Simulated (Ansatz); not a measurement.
# From PBE to G0W0: NaI (Fm-3m), part 2 of 2

Aim: the quasiparticle gap of NaI (Fm-3m), starting from PBE.

Ansatz 0.2.0; PBE, then G0W0 on it, plane waves, PAW. Known limits of the many-body steps: finite bands, screening cutoff and k mesh; no spin-orbit coupling in G0W0.

So far. Step 2 (The PBE band structure): Over mesh and path the gap is 3.644 eV, direct, at k = Γ. Step 3 (One-shot GW): Over 6 of 8 irreducible mesh points the G0W0 gap is 5.658 eV, direct, at k = Γ. The PBE gap of this run on the mesh is 3.642 eV. The two states that bound the G0W0 gap lie that far apart at the start, so the correction of the gap is 5.658 − 3.642 = +2.016 eV. The start of this run differs from the step before in mesh (6×6×6 and 4×4×4).

In doubt: masses and optical values from hybrid runs of this build are listed as unsure (in some of the runs), which bears on the screening that GW takes from such a start.

## Step 4: Spin-orbit coupling

This run has two-component orbitals with spin-orbit coupling.

This step: DFT, PBE with spin-orbit coupling, plane waves, PAW.

File input.yaml:

```yaml
crystal:
  lattice:
    - [0.0, 3.2364, 3.2364]
    - [3.2364, 0.0, 3.2364]
    - [3.2364, 3.2364, 0.0]
  atoms:
    - { symbol: Na, position: [0.0, 0.0, 0.0] }
    - { symbol: I, position: [0.5, 0.5, 0.5] }
kpoints:
  mp_grid: { grid: [6, 6, 6] }
  band_path:
    path:
      - [0.0, 0.0, 0.0]
      - [0.5, 0.0, 0.5]
      - [0.625, 0.25, 0.625]
      - [0.375, 0.375, 0.75]
      - [0.5, 0.5, 0.5]
      - [0.5, 0.25, 0.75]
    npoints: 1
hamiltonian:
  xc: pbe
scf:
  occupations: { method: fixed }
  n_extra_bands: 8
magnetization:
  noncollinear: true
  spin_orbit: true
output:
  eigenvalues: true
```

Started as:

```
ansatz run input.yaml --threads 3 --pin off --max-ram 92160MiB --backend cuda --events-out ev --progress --plain --runs-dir out --devices 1 --max-vram 13GiB
```

Numbers of over 12 decimals in the logs are rounded to 6 here.

Log:

```text
[...]
GPUs: using 1 of 1 available (devices: 1).
[...]
non-collinear run that drives no moment, with spin-orbit: no starting moment large enough to seed its density (crystal.atoms[].spin), no starting occupations that ask for one, no magnetisation constraint and no magnetic field, so the semilocal B_xc is pinned to zero
[...]
GPU FFT provider: cuFFT
GPU libraries: cuBLAS 13.8.2, cuFFT 12.4.0, cuSOLVER 12.3.4
Crystal: 2 atoms, lattice volume = 67.798 Å³
Basis set: ecut = 420 eV, 1363 PW (Γ)
Bands: 34, of which v1, the nominal top of the filled ones, is band 26 counted from 1 (25 counted from 0)
Symmetry: 48 space group operations + 48 with time reversal
[...]
k-points: 16 of 216
Projection manifold: j_resolved (fully-relativistic pseudo-atomic orbitals)
[...]
GPU buffer pool allocated for 32768 grid points (all kernels)
[...]
SCF iter   1: F=—  HF=-9006.037069 eV  |F-HF|=—  |Δ(HF+E_count)|=         —  Δρ=5.62e-2  dr2=2.13e0  dr2_m=0.00e0 (ungated)  ethr=3.10e-3  |M|=0.00e0 ∫|m|=0.00e0 μB  |m|>n=0.0e0 m-floor=0.0e0 τ_xc=0.0e0  β_m=0.30  ⟨swp⟩=9.6  Hψ=1224  notcnv=0  defer=66
[...]
SCF iter   7: F=-9004.938090 eV  HF=-9004.938090 eV  |F-HF|=1.08e-8  |Δ(HF+E_count)|=   9.13e-8  Δρ=3.32e-6  dr2=4.91e-9  dr2_m=0.00e0 (ungated)  ethr=3.85e-10  |M|=0.00e0 ∫|m|=0.00e0 μB  |m|>n=0.0e0 m-floor=0.0e0 τ_xc=0.0e0  ⟨swp⟩=15.8  Hψ=1716  notcnv=0
SCF 1 converged in 7 iterations: F = -9004.938090 eV  dr2 = 4.91e-9
[...]
SCF converged after 7 iterations
Magnetization: |M| = 0.0000 μB,  M = (+0.0000, +0.0000, +0.0000) μB
Absolute magnetization: 0.0000 μB (∫|m|)
  site 0: m = (+0.0000, +0.0000, +0.0000) μB, |m| = 0.0000 μB  (R = 1.34 Å)
  site 1: m = (+0.0000, +0.0000, +0.0000) μB, |m| = 0.0000 μB  (R = 1.34 Å)
Free energy (F): -9004.938090 eV
[...]
Internal energy: -9004.938090 eV  (E = F + TS)
E sigma→0 (E₀):  -9004.938090 eV
Fermi energy:    3.371011 eV
[...]
--- Band table (eV; the first three rows and the last of 16) ---
  k-point 0: bands = [... 22 lower, 3.3710, 3.3710, 3.3710, 3.3710, 6.6779, 6.6779, 10.9835, 10.9835, ... 4 higher]
  k-point 1: bands = [... 22 lower, 2.9031, 2.9031, 3.2906, 3.2906, 7.4917, 7.4917, 10.4978, 10.4978, ... 4 higher]
  k-point 2: bands = [... 22 lower, 2.5620, 2.5620, 3.1415, 3.1415, 8.1406, 8.1406, 10.7459, 10.7459, ... 4 higher]
  k-point 15: bands = [... 22 lower, 1.9343, 1.9343, 2.3288, 2.3288, 8.3911, 8.3911, 9.5427, 9.5427, ... 4 higher]
```

Elapsed: 8.5 s, on 1 × NVIDIA H100 80GB HBM3 (shared by 6 runs) with 3 threads of AMD EPYC 7R13 (Zen 3), shared host; peak memory 1 GiB.

This step gave:

```
gap                  : 3.307 eV
valence top at       : Γ
conduction bottom at : Γ
least direct gap     : 3.307 eV
```

Over mesh and listed points the gap is 3.307 eV, direct, at k = Γ. PBE+SOC against PBE: 3.307 − 3.644 = −0.337 eV, with the same mesh, set of files (read in its fully relativistic form for the spin-orbit run) and cutoff, and both edges at the same k points. The spin-orbit run sees mesh and listed points alone, so its gap is an upper bound: the coupling can move an edge off these points, and the change over the zone, its sign included where it is small, is not known.

## Step 5: Side by side

Each gap is the least one over the points named; times are wall times on shared hosts, not benchmarks. A G0W0 time includes the run's own self-consistent start. Runs with listed points see these and the mesh alone, so an edge that moves elsewhere is missed. Rows marked * are further runs, not shown as steps, whose inputs differ from the G0W0 step on the same start in the columns given; solver thresholds can differ too.

| level | mesh | files, cutoff | bands summed, screening | points | gap (eV) | valence top | conduction bottom | least direct gap (eV) | time |
| --- | --- | --- | --- | --- | --- | --- | --- | --- | --- |
| PBE | 6×6×6 | soft_2 PAW, 420 eV | - | mesh and path | 3.644 | Γ | Γ | 3.644 | 8.3 s |
| PBE+SOC | 6×6×6 | soft_2 PAW, 420 eV | - | mesh and listed points | 3.307 | Γ | Γ | 3.307 | 8.5 s |
| G0W0@PBE* | 4×4×4 | soft_2 PAW, 420 eV | 84, 60 eV | 6 of 8 irreducible mesh points | 5.402 | Γ | Γ | 5.402 | 5.3 s |
| G0W0@PBE* | 4×4×4 | soft_2 PAW, 420 eV | 215, 120 eV | 6 of 8 irreducible mesh points | 5.596 | Γ | Γ | 5.596 | 7.7 s |
| G0W0@PBE | 4×4×4 | soft_2 PAW, 420 eV | 448, 200 eV | 6 of 8 irreducible mesh points | 5.658 | Γ | Γ | 5.658 | 15 s |
| G0W0@PBE* | 4×4×4 | soft_2 PAW, 420 eV | 215, 120 eV, plasmon pole | 6 of 8 irreducible mesh points | 5.627 | Γ | Γ | 5.627 | 9.9 s |

## Step 6: Outcome

| Quantity | Value |
| --- | --- |
| PBE gap over mesh and path | 3.644 eV, direct, at k = Γ |
| G0W0@PBE gap over 6 of 8 irreducible mesh points | 5.658 eV, direct, at k = Γ |
| PBE+SOC gap over mesh and listed points | 3.307 eV |
| estimated limit in bands and cutoff, on this mesh | 5.715 eV |
| GW settings | 4×4×4 mesh, 435 empty bands, screening to 200 eV |
| known limits | finite bands, screening cutoff and k mesh; no spin-orbit coupling in G0W0 |

**Reading.** Over 6 of 8 irreducible mesh points the G0W0 gap is 5.658 eV, direct, at k = Γ. The PBE gap of this run on the mesh is 3.642 eV. The two states that bound the G0W0 gap lie that far apart at the start, so the correction of the gap is 5.658 − 3.642 = +2.016 eV. The valence state moves by 1.452 − 3.038 = −1.586 eV and the conduction state by 7.110 − 6.680 = +0.430 eV, on the run's own scale; with 84 bands the edge states move by −1.074 and +0.686 eV, so the split between the edges depends on the bands and cutoff. Both edges that PBE shows over mesh and path lie at k points where levels were corrected. Levels at other points were not corrected, so a lower G0W0 gap elsewhere in the zone is not ruled out. From 84 bands and 60 eV to 448 bands and 200 eV the gap moves by 5.658 − 5.402 = +0.256 eV (rung by rung 5.402, 5.596, 5.658 eV); bands and screening cutoff rise together, so their parts are not told apart. A line in one over the bands through the two highest rungs gives 5.658 + (5.658 − 5.596) × 215 / (448 − 215) = 5.715 eV, and through the pair below 5.596 + (5.596 − 5.402) × 84 / (215 − 84) = 5.720 eV. The two agree within 0.03 eV and the same two states bound the gap in each rung, so 5.715 eV is taken as an estimate of the limit on this mesh. With the plasmon pole model in place of the contour deformation model and all else as in the G0W0@PBE row with 215 bands, the gap differs by 5.627 − 5.596 = +0.031 eV. G0W0 on other starts in this series, not shown as steps and not all at these settings: 6.112 eV on HSE06 (4×4×4, soft_2 PAW, 215 bands, 120 eV) and 6.327 eV on PBE0 (4×4×4, soft_2 PAW, 215 bands, 120 eV). PBE+SOC against PBE: 3.307 − 3.644 = −0.337 eV, with the same mesh, set of files (read in its fully relativistic form for the spin-orbit run) and cutoff, and both edges at the same k points. The spin-orbit run sees mesh and listed points alone, so its gap is an upper bound: the coupling can move an edge off these points, and the change over the zone, its sign included where it is small, is not known. What spin-orbit coupling does to the G0W0 levels was not computed, so no sum with the G0W0 gap is formed. The G0W0 runs are scalar-relativistic. No pair of G0W0 runs that differ in the mesh alone is shown (4×4×4 is a supercell whose nearest images lie 18 Å apart), so the error from the mesh is not known here. G0W0@PBE runs of this series with other atomic data on the same mesh, not shown as steps, give 5.593 eV (hard PAW, 700 eV, 215 bands, screening to 120 eV; the table's row with the same empty bands and screening cutoff has 5.596 eV); where bands and cutoffs differ too, the part of the files is not isolated.

[Paths, hosts, dates, memory and timing lines, banners, echoed tables and standing remarks are left out of the program output.]

[Logs are printed without paths, hosts, clocks, repeated set-up lines and the standing remarks that a program may print on its own settings, such as how far it seeks lower states.]

[Runs of the session that timed out or met a known fault of the program may be left out.]

[Cells called generated may have been cut or substituted from an entry of the Crystallography Open Database or the Materials Project.]

[Hosts, paths, dates, database ids (printed as entryN), source tags and the programs' standing remarks are cut or masked in the printed files.]

[Where an RPA ε∞ is given, it is that of the G0W0 mesh and is not shown converged in it. Names of k-points follow the symmetry that the program found, which can be lower than the space group named. Band edges on a path are those of the sampled points; other points can move an edge, and change direct to indirect where valleys lie close.]

[Hybrid gaps are those of their k-mesh and are not shown converged in it.]
